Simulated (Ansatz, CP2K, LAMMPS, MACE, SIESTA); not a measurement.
# Glassy B2O3 (65 atoms): atom by atom

This is the geometry as built. Method: machine-learned interatomic potential MACE MP-0b2 small, trained on PBE(+U) plane-wave data (MACE MP-0b2 small); published weights, no electronic structure; density 1.96 g/cm³.

Cell vectors (Å):

```
9.154 0.000 0.000
0.000 9.154 0.000
0.000 0.000 9.154
```

Positions (Å):

```
1 B 8.765 1.370 3.573
2 B 8.482 6.406 8.712
3 B 0.181 3.713 2.457
4 B 7.409 1.542 8.824
5 B 4.381 6.983 0.213
6 B 4.200 8.205 4.488
7 B 5.863 7.001 2.515
8 B 6.598 4.662 5.027
9 B 6.018 3.493 2.567
10 B 8.986 4.123 5.779
11 B 2.995 1.549 7.282
12 B 2.052 0.239 3.239
13 B 6.297 4.822 0.141
14 B 8.518 6.285 3.067
15 B 4.734 4.960 7.086
16 B 4.234 8.262 7.140
17 B 2.242 3.228 0.632
18 B 5.853 1.124 1.672
19 B 8.199 8.213 6.881
20 B 0.266 2.030 7.242
21 B 5.500 2.224 6.870
22 B 0.883 7.353 5.010
23 B 2.248 5.444 5.914
24 B 1.977 5.735 0.023
25 B 6.913 0.773 5.304
26 B 3.281 0.818 1.008
27 O 6.218 4.064 1.284
28 O 7.917 4.900 5.377
29 O 4.666 0.542 1.157
30 O 1.094 4.674 5.946
31 O 5.303 6.756 1.241
32 O 4.115 2.381 7.010
33 O 6.261 4.177 3.773
34 O 4.845 7.563 8.161
35 O 7.658 0.777 4.100
36 O 4.610 8.119 5.811
37 O 5.674 4.833 6.002
38 O 5.008 7.552 3.512
39 O 3.011 6.591 0.302
40 O 8.976 5.041 2.646
41 O 2.282 4.357 9.030
42 O 7.522 5.432 8.975
43 O 2.127 6.711 5.274
44 O 3.100 9.003 4.078
45 O 8.678 1.620 8.299
46 O 3.428 0.181 7.505
47 O 0.257 7.066 3.800
48 O 1.656 1.795 7.160
49 O 8.748 2.835 6.267
50 O 3.427 5.222 6.610
51 O 8.122 7.602 8.106
52 O 2.315 0.162 1.816
53 O 5.251 4.911 8.366
54 O 5.683 2.098 2.597
55 O 0.676 6.162 8.986
56 O 5.982 1.792 5.619
57 O 8.680 2.660 3.060
58 O 7.191 6.692 2.765
59 O 6.391 2.080 8.006
60 O 2.943 2.027 0.422
61 O 7.058 1.128 0.962
62 O 0.878 0.778 3.710
63 O 1.307 3.346 1.702
64 O 7.304 9.115 6.351
65 O 0.192 7.918 6.081
```

**Question.** What force acts on each atom?

Columns: atom, fx, fy, fz (forces in eV/Å).

```
1 1.055 0.505 0.020
2 0.220 -0.891 -0.190
3 1.308 -0.010 -0.570
4 -2.048 0.757 -0.708
5 -0.817 -0.022 -0.221
6 -0.046 -0.026 -1.126
7 -1.055 0.460 0.633
8 -0.672 -1.122 -0.040
9 0.920 -0.585 0.192
10 0.365 -0.008 1.035
11 1.660 -1.707 -0.365
12 1.362 0.196 -1.558
13 0.987 0.559 -0.358
14 -0.453 -0.199 0.575
15 0.505 0.388 -1.941
16 -0.329 1.765 -0.021
17 -1.713 0.117 1.453
18 -1.524 1.307 -2.369
19 1.438 -0.509 -1.665
20 0.986 1.227 -0.916
21 0.986 -2.735 1.142
22 -1.270 -1.373 0.971
23 -0.219 1.200 0.285
24 -0.062 -0.563 -0.133
25 1.096 1.343 0.387
26 0.570 0.118 2.891
27 -0.477 -0.154 0.913
28 0.933 -0.139 -0.360
29 -0.075 -0.430 -0.050
30 0.404 -0.350 -0.149
31 0.134 0.171 0.061
32 -0.406 0.569 0.027
33 -0.548 -0.301 -1.258
34 -0.589 -0.742 0.549
35 -0.809 -0.255 0.839
36 -0.084 -0.498 -0.414
37 -1.037 -0.027 1.023
38 0.381 0.022 0.003
39 0.937 0.454 -0.046
40 -0.052 -0.403 -0.149
41 0.635 0.084 -0.378
42 0.176 0.160 0.166
43 -0.207 -0.323 0.257
44 -0.172 -0.302 0.561
45 0.805 -0.798 1.067
46 -0.858 0.601 0.113
47 -0.580 0.044 -0.504
48 -0.861 0.463 0.010
49 0.728 -0.283 0.330
50 0.267 -0.257 0.526
51 -0.506 0.168 -0.233
52 0.212 0.522 0.298
53 -0.958 -0.383 -0.160
54 -0.001 2.312 1.148
55 -0.111 0.146 0.067
56 0.224 -0.437 -0.111
57 -0.596 0.201 0.297
58 0.580 0.122 -0.054
59 -1.317 0.448 -0.676
60 -0.470 1.521 -0.546
61 0.869 -0.568 -0.990
62 0.153 -0.450 -0.099
63 0.167 -0.324 0.152
64 -0.259 -0.584 0.560
65 0.113 -0.189 -0.197
```

The quench rate of 100 K/ps is many orders above laboratory rates, so the cell is likely richer in defects and strain than a real sample. The network of bonds at the start is that of the classical potential that made the cell, and needn't be the one that DFT or experiment would give.

The r.m.s. force component is 0.802 eV/Å; the longest force, 3.12 eV/Å, acts on B21.

[Logs are printed without paths, hosts, clocks, repeated set-up lines and the standing remarks that a program may print on its own settings, such as how far it seeks lower states.]

[Hosts, paths, dates, database ids (printed as entryN), source tags and the programs' standing remarks are cut or masked in the printed files.]
